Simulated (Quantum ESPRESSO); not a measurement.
# Wannier-interpolated electron–phonon scattering in TaN (Fm-3m), part 2 of 2

The plan: phonons and Wannier functions of TaN (Fm-3m), and, if the interpolated phonons are stable, its coupling and resistivity.

Quantum ESPRESSO 7.5; DFT PBE, scalar-relativistic, plane waves, PseudoDojo 0.4.1 norm-conserving pseudopotentials.

So far. Step 2 (Relaxation): The volume ends at 10.76 Å³ an atom, +4.0 % from the start. Step 3 (Ground state): The Fermi level lies at 21.17 eV and the pressure is 0.049 GPa.

## Step 4: Phonons on the coarse mesh

ph.x gives the dynamical matrices and the changes of the potential on a coarse q mesh, which EPW interpolates.

The input, ph.in:

```
phonons
 &inputph
    prefix='x',
    outdir='./tmp',
    tr2_ph=1.0d-14,
    fildyn='x.dyn',
    fildvscf='dvscf',
    ldisp=.true.,
    nq1=3,
    nq2=3,
    nq3=3,
    alpha_mix(1)=0.5,
    amass(1)=180.9479,
    amass(2)=14.007,
 /
```

Launch:

```console
$ OMP_NUM_THREADS=1 mpirun -n 8 ph.x -nk 8 -in ph.in > ph.out
```

Log:

```text
[banner, memory and clock lines left out]
Program PHONON v.7.5

     ./tmp/x.save/

     IMPORTANT: XC functional enforced from input :
     Exchange-correlation= PBE
                           (   1   4   3   4   0   0   0)
     Any further DFT definition will be discarded
     Please, verify this is what you really want

     G-vector sticks info

     Reading collected, re-writing distributed wavefunctions in ./tmp/

     Dynamical matrices for ( 3, 3, 3)  uniform grid of q-points
     (   4 q-points):
       N         xq(1)         xq(2)         xq(3)
       1   0.000000000   0.000000000   0.000000000
       2   0.235702260   0.235702260  -0.235702260
       3   0.471404521   0.000000000  -0.000000000
       4  -0.000000000  -0.471404521   0.471404521

     Number and degeneracy of irreps per q-point
       N         xq(1)         xq(2)         xq(3)   N irreps
       1   0.000000000   0.000000000   0.000000000       2
        3   3
       2   0.235702260   0.235702260  -0.235702260       4
        1   1   2   2
       3   0.471404521   0.000000000  -0.000000000       4
        1   1   2   2
       4  -0.000000000  -0.471404521   0.471404521       6
     No degeneracy

     Saving dvscf to file. Distribute only q points, not irreducible representations.

     Calculation of q =    0.0000000   0.0000000   0.0000000

Possibly too few bands at point    1   0.00000   0.00000   0.00000

     phonons

     bravais-lattice index     =            0
     lattice parameter (alat)  =       5.8996  a.u.
     unit-cell volume          =     145.1929 (a.u.)^3
     number of atoms/cell      =            2
     number of atomic types    =            2
     kinetic-energy cut-off    =      84.0000  Ry
     charge density cut-off    =     336.0000  Ry
     convergence threshold     =      1.0E-14
     beta                      =       0.5000
     number of iterations used =            4
     Exchange-correlation= PBE
                           (   1   4   3   4   0   0   0)

     celldm(1)=    5.89957  celldm(2)=    0.00000  celldm(3)=    0.00000
     celldm(4)=    0.00000  celldm(5)=    0.00000  celldm(6)=    0.00000

     crystal axes: (cart. coord. in units of alat)
               a(1) = (  0.0000  0.7071  0.7071 )
               a(2) = (  0.7071  0.0000  0.7071 )
               a(3) = (  0.7071  0.7071  0.0000 )

     reciprocal axes: (cart. coord. in units 2 pi/alat)
               b(1) = ( -0.7071  0.7071  0.7071 )
               b(2) = (  0.7071 -0.7071  0.7071 )
               b(3) = (  0.7071  0.7071 -0.7071 )

     Atoms inside the unit cell:

     Cartesian axes

     site n.  atom      mass           positions (alat units)
        1  Ta    180.9479   tau(    1) = (    0.70711    0.70711    0.70711  )
        2  N      14.0070   tau(    2) = (    0.00000    0.00000    0.00000  )

     Computing dynamical matrix for
                    q = (   0.0000000   0.0000000   0.0000000 )

     49 Sym.Ops. (with q -> -q+G )

     G cutoff =  296.2237  (  15089 G-vectors)     FFT grid: ( 36, 36, 36)

     number of k points=    35  Marzari-Vanderbilt smearing, width (Ry)=  0.0200

     PseudoPot. # 1 for Ta read from file:
     ./pseudo/Ta.upf
     Pseudo is Norm-conserving + core correction, Zval = 13.0
     Using radial grid of 1450 points,  8 beta functions with:
                l(1) =   0
                l(2) =   0
                l(3) =   1
                l(4) =   1
                l(5) =   2
                l(6) =   2
                l(7) =   3
                l(8) =   3

     PseudoPot. # 2 for N  read from file:
     ./pseudo/N.upf
     Pseudo is Norm-conserving + core correction, Zval =  5.0
     Using radial grid of 1058 points,  4 beta functions with:
                l(1) =   0
                l(2) =   0
                l(3) =   1
                l(4) =   1

     Mode symmetry, O_h (m-3m)  point group:

     Atomic displacements:
     There are    2 irreducible representations

     Representation     1      3 modes -  To be done

     Representation     2      3 modes -  To be done

     Alpha used in Ewald sum =   2.8000

     Representation #   1 modes #   1   2   3

     Self-consistent Calculation

     Pert. #  1: Fermi energy shift (Ry) =    -2.1541E-27     0.0000E+00
     Pert. #  2: Fermi energy shift (Ry) =     1.6156E-26    -7.2097E-37
     Pert. #  3: Fermi energy shift (Ry) =    -6.4623E-27    -6.2693E-38

      thresh= 1.000E-02 alpha_mix =  0.500 |ddv_scf|^2 =  5.774E-07

     Pert. #  1: Fermi energy shift (Ry) =     6.4623E-27    -3.0612E-40
     Pert. #  2: Fermi energy shift (Ry) =    -1.6156E-26    -3.9795E-40
     Pert. #  3: Fermi energy shift (Ry) =    -1.0771E-27    -1.2245E-40

      thresh= 7.599E-05 alpha_mix =  0.500 |ddv_scf|^2 =  2.125E-08

     Pert. #  1: Fermi energy shift (Ry) =    -8.6165E-27     6.1224E-41
     Pert. #  2: Fermi energy shift (Ry) =    -2.5849E-26     6.7346E-40
     Pert. #  3: Fermi energy shift (Ry) =     2.1541E-27     3.0612E-40

      thresh= 1.458E-05 alpha_mix =  0.500 |ddv_scf|^2 =  4.813E-10

     Pert. #  1: Fermi energy shift (Ry) =    -2.1541E-26    -4.0178E-41
     Pert. #  2: Fermi energy shift (Ry) =     3.1235E-26     8.6096E-42
     Pert. #  3: Fermi energy shift (Ry) =     9.6935E-27     4.7831E-42

      thresh= 2.194E-06 alpha_mix =  0.500 |ddv_scf|^2 =  2.528E-11

     Pert. #  1: Fermi energy shift (Ry) =    -4.9545E-26     1.4349E-42
     Pert. #  2: Fermi energy shift (Ry) =    -3.1235E-26     1.3871E-41
     Pert. #  3: Fermi energy shift (Ry) =     1.1848E-26     1.6741E-41

      thresh= 5.028E-07 alpha_mix =  0.500 |ddv_scf|^2 =  2.188E-13

     Pert. #  1: Fermi energy shift (Ry) =     1.0771E-26     9.2075E-42
[...]
thresh= 4.678E-08 alpha_mix =  0.500 |ddv_scf|^2 =  5.873E-15

     End of self-consistent calculation

     Convergence has been achieved

     Representation #   2 modes #   4   5   6

     Self-consistent Calculation

[...]
thresh= 1.000E-02 alpha_mix =  0.500 |ddv_scf|^2 =  1.957E-06

[...]
thresh= 1.399E-04 alpha_mix =  0.500 |ddv_scf|^2 =  4.757E-08

[...]
thresh= 2.181E-05 alpha_mix =  0.500 |ddv_scf|^2 =  1.730E-09

[...]
thresh= 4.160E-06 alpha_mix =  0.500 |ddv_scf|^2 =  2.294E-11

[...]
Pert. #  2: Fermi energy shift (Ry) =    -5.3853E-27     1.4828E-41
     Pert. #  3: Fermi energy shift (Ry) =    -3.6620E-26     1.4349E-41

      thresh= 4.790E-07 alpha_mix =  0.500 |ddv_scf|^2 =  1.132E-12

     Pert. #  1: Fermi energy shift (Ry) =    -5.3853E-26     3.2525E-41
[...]
reciprocal axes: (cart. coord. in units 2 pi/alat)
               b(1) = ( -0.707107  0.707107  0.707107 )
               b(2) = (  0.707107 -0.707107  0.707107 )
               b(3) = (  0.707107  0.707107 -0.707107 )

     PseudoPot. # 1 for Ta read from file:
     ./pseudo/Ta.upf
     Pseudo is Norm-conserving + core correction, Zval = 13.0
     Using radial grid of 1450 points,  8 beta functions with:
                l(1) =   0
                l(2) =   0
                l(3) =   1
                l(4) =   1
[...]
PseudoPot. # 2 for N  read from file:
     ./pseudo/N.upf
     Pseudo is Norm-conserving + core correction, Zval =  5.0
     Using radial grid of 1058 points,  4 beta functions with:
[...]
atomic species   valence    mass     pseudopotential
     Ta               13.00   180.94790     Ta( 1.00)
     N                 5.00    14.00700     N ( 1.00)

     48 Sym. Ops., with inversion, found

   Cartesian axes

     site n.     atom                  positions (alat units)
         1        Ta     tau(   1) = (   0.7071068   0.7071068   0.7071068  )
         2        N      tau(   2) = (   0.0000000   0.0000000   0.0000000  )

     number of k points=   450  Marzari-Vanderbilt smearing, width (Ry)=  0.0200

     Number of k-points >= 100: set verbosity='high' to print them.

     Dense  grid:    15089 G-vectors     FFT dimensions: (  36,  36,  36)

     The potential is recalculated from file :
     ./tmp/_ph0/x.q_4/x.save/charge-density

     Starting wfcs are   14 atomic wfcs

     Band Structure Calculation
     Davidson diagonalization with overlap

     ethr =  5.56E-11,  avg # of iterations = 14.6

     End of band structure calculation

     Number of k-points >= 100: set verbosity='high' to print the bands.

     the Fermi energy is    21.1726 ev

     Writing config to output data dir ./tmp/_ph0/x.q_4/x.save/ :
     XML data file

Possibly too few bands at point    1   0.00000   0.00000   0.00000

     phonons

     bravais-lattice index     =            0
     lattice parameter (alat)  =       5.8996  a.u.
     unit-cell volume          =     145.1929 (a.u.)^3
     number of atoms/cell      =            2
     number of atomic types    =            2
     kinetic-energy cut-off    =      84.0000  Ry
     charge density cut-off    =     336.0000  Ry
     convergence threshold     =      1.0E-14
     beta                      =       0.5000
     number of iterations used =            4
     Exchange-correlation= PBE
                           (   1   4   3   4   0   0   0)

     celldm(1)=    5.89957  celldm(2)=    0.00000  celldm(3)=    0.00000
     celldm(4)=    0.00000  celldm(5)=    0.00000  celldm(6)=    0.00000

     crystal axes: (cart. coord. in units of alat)
               a(1) = (  0.0000  0.7071  0.7071 )
               a(2) = (  0.7071  0.0000  0.7071 )
               a(3) = (  0.7071  0.7071  0.0000 )

     reciprocal axes: (cart. coord. in units 2 pi/alat)
               b(1) = ( -0.7071  0.7071  0.7071 )
               b(2) = (  0.7071 -0.7071  0.7071 )
               b(3) = (  0.7071  0.7071 -0.7071 )

     Atoms inside the unit cell:

     Cartesian axes

     site n.  atom      mass           positions (alat units)
        1  Ta    180.9479   tau(    1) = (    0.70711    0.70711    0.70711  )
        2  N      14.0070   tau(    2) = (    0.00000    0.00000    0.00000  )

     Computing dynamical matrix for
                    q = (  -0.0000000  -0.4714045   0.4714045 )

      4 Sym.Ops. (no q -> -q+G )

     G cutoff =  296.2237  (  15089 G-vectors)     FFT grid: ( 36, 36, 36)

     number of k points=   450  Marzari-Vanderbilt smearing, width (Ry)=  0.0200

     PseudoPot. # 1 for Ta read from file:
     ./pseudo/Ta.upf
     Pseudo is Norm-conserving + core correction, Zval = 13.0
     Using radial grid of 1450 points,  8 beta functions with:
[...]
l(5) =   2
                l(6) =   2
                l(7) =   3
                l(8) =   3

     PseudoPot. # 2 for N  read from file:
     ./pseudo/N.upf
     Pseudo is Norm-conserving + core correction, Zval =  5.0
     Using radial grid of 1058 points,  4 beta functions with:
                l(1) =   0
                l(2) =   0
                l(3) =   1
                l(4) =   1

     Mode symmetry, C_2v (mm2)  point group:

     Atomic displacements:
     There are    6 irreducible representations

     Representation     1      1 modes -  To be done

     Representation     2      1 modes -  To be done

     Representation     3      1 modes -  To be done

     Representation     4      1 modes -  To be done

     Representation     5      1 modes -  To be done

     Representation     6      1 modes -  To be done

     Alpha used in Ewald sum =   2.8000

     Representation #   1 mode #   1

     Self-consistent Calculation

[...]
End of self-consistent calculation

     Convergence has been achieved

     Representation #   2 mode #   2

     Self-consistent Calculation

[...]
End of self-consistent calculation

     Convergence has been achieved

     Representation #   3 mode #   3

     Self-consistent Calculation

[...]
End of self-consistent calculation

     Convergence has been achieved

     Representation #   4 mode #   4

     Self-consistent Calculation

[...]
End of self-consistent calculation

     Convergence has been achieved

     Representation #   5 mode #   5

     Self-consistent Calculation

[...]
End of self-consistent calculation

     Convergence has been achieved

     Representation #   6 mode #   6

     Self-consistent Calculation

      thresh= 1.000E-02 alpha_mix =  0.500 |ddv_scf|^2 =  1.629E-04

      thresh= 1.276E-03 alpha_mix =  0.500 |ddv_scf|^2 =  1.214E-05

      thresh= 3.484E-04 alpha_mix =  0.500 |ddv_scf|^2 =  4.145E-08

      thresh= 2.036E-05 alpha_mix =  0.500 |ddv_scf|^2 =  1.092E-09

      thresh= 3.305E-06 alpha_mix =  0.500 |ddv_scf|^2 =  2.311E-11

      thresh= 4.807E-07 alpha_mix =  0.500 |ddv_scf|^2 =  2.499E-12

      thresh= 1.581E-07 alpha_mix =  0.500 |ddv_scf|^2 =  3.648E-14

      thresh= 1.910E-08 alpha_mix =  0.500 |ddv_scf|^2 =  7.589E-16

     End of self-consistent calculation

     Convergence has been achieved

     Number of q in the star =   12
     List of q in the star:
          1  -0.000000000  -0.471404521   0.471404521
          2   0.000000000   0.471404521   0.471404521
          3  -0.000000000  -0.471404521  -0.471404521
          4   0.471404521   0.471404521   0.000000000
          5  -0.471404521   0.471404521   0.000000000
          6   0.471404521  -0.471404521   0.000000000
          7  -0.471404521  -0.471404521  -0.000000000
          8   0.000000000   0.471404521  -0.471404521
          9   0.471404521  -0.000000000  -0.471404521
         10   0.471404521   0.000000000   0.471404521
         11  -0.471404521   0.000000000  -0.471404521
         12  -0.471404521  -0.000000000   0.471404521

     Diagonalizing the dynamical matrix

     q = (   -0.000000000  -0.471404521   0.471404521 )

 **************************************************************************
     freq (    1) =      -4.691610 [THz] =    -156.495264 [cm-1]
     freq (    2) =       1.959735 [THz] =      65.369731 [cm-1]
     freq (    3) =       3.025349 [THz] =     100.914783 [cm-1]
     freq (    4) =      12.149718 [THz] =     405.270978 [cm-1]
     freq (    5) =      15.989906 [THz] =     533.365867 [cm-1]
     freq (    6) =      16.317444 [THz] =     544.291338 [cm-1]
 **************************************************************************

     Mode symmetry, C_2v (mm2)  point group:

     freq (   1-   1) =       -156.5  [cm-1]   --> B_2  D_4  S_4
     freq (   2-   2) =         65.4  [cm-1]   --> B_1  D_3  S_3
     freq (   3-   3) =        100.9  [cm-1]   --> A_1  D_1  S_1
     freq (   4-   4) =        405.3  [cm-1]   --> B_2  D_4  S_4
     freq (   5-   5) =        533.4  [cm-1]   --> A_1  D_1  S_1
     freq (   6-   6) =        544.3  [cm-1]   --> B_1  D_3  S_3
```

Wall time 15 min (8 MPI ranks of Arm Neoverse N1, shared host).

Numbers from this step:

| Quantity | Value |
| --- | --- |
| lowest frequency off the zone centre | -156.5 cm⁻¹ |
| largest magnitude of the acoustic modes at the zone centre, before the sum rule | 3.584 cm⁻¹ |

Frequencies at the irreducible wavevectors:

```csv
q1,q2,q3,star,mode 1 (cm⁻¹),mode 2 (cm⁻¹),mode 3 (cm⁻¹),mode 4 (cm⁻¹),mode 5 (cm⁻¹),mode 6 (cm⁻¹)
0,0,0,1,-3.6,-3.6,-3.6,407.7,407.7,407.7
0,0,0.3333,8,93.9,93.9,116.2,515.4,531.3,531.3
0,0.3333,0.3333,6,45.1,45.1,78.9,438.5,438.5,551.5
0,0.3333,-0.3333,12,-156.5,65.4,100.9,405.3,533.4,544.3
```

A mode is imaginary, 156i cm⁻¹, so the chain stops here. The acoustic modes at the centre lie within 3.6 cm⁻¹ of zero before the sum rule is imposed.

## Step 5: Summary of results

- lowest solved frequency off the zone centre: -156 cm⁻¹

ph.x finds an imaginary mode at a wavevector of the 3×3×3 mesh, so TaN (Fm-3m) is unstable at this level, on this k mesh and smearing, and no coupling or resistivity was computed.

[Long decimals in the printed logs are rounded to 6 places.]

[The logs of pw.x and epw.x are selected lines.]

[Logs are printed without paths, hosts, clocks, repeated set-up lines and the standing remarks that a program may print on its own settings, such as how far it seeks lower states.]

[Hosts, paths, dates, database ids (printed as entryN), source tags and the programs' standing remarks are cut or masked in the printed files.]

[Where an α²F curve comes without its own λ, its integral differs from the program's λ by over 10 % or holds noise near zero frequency.]
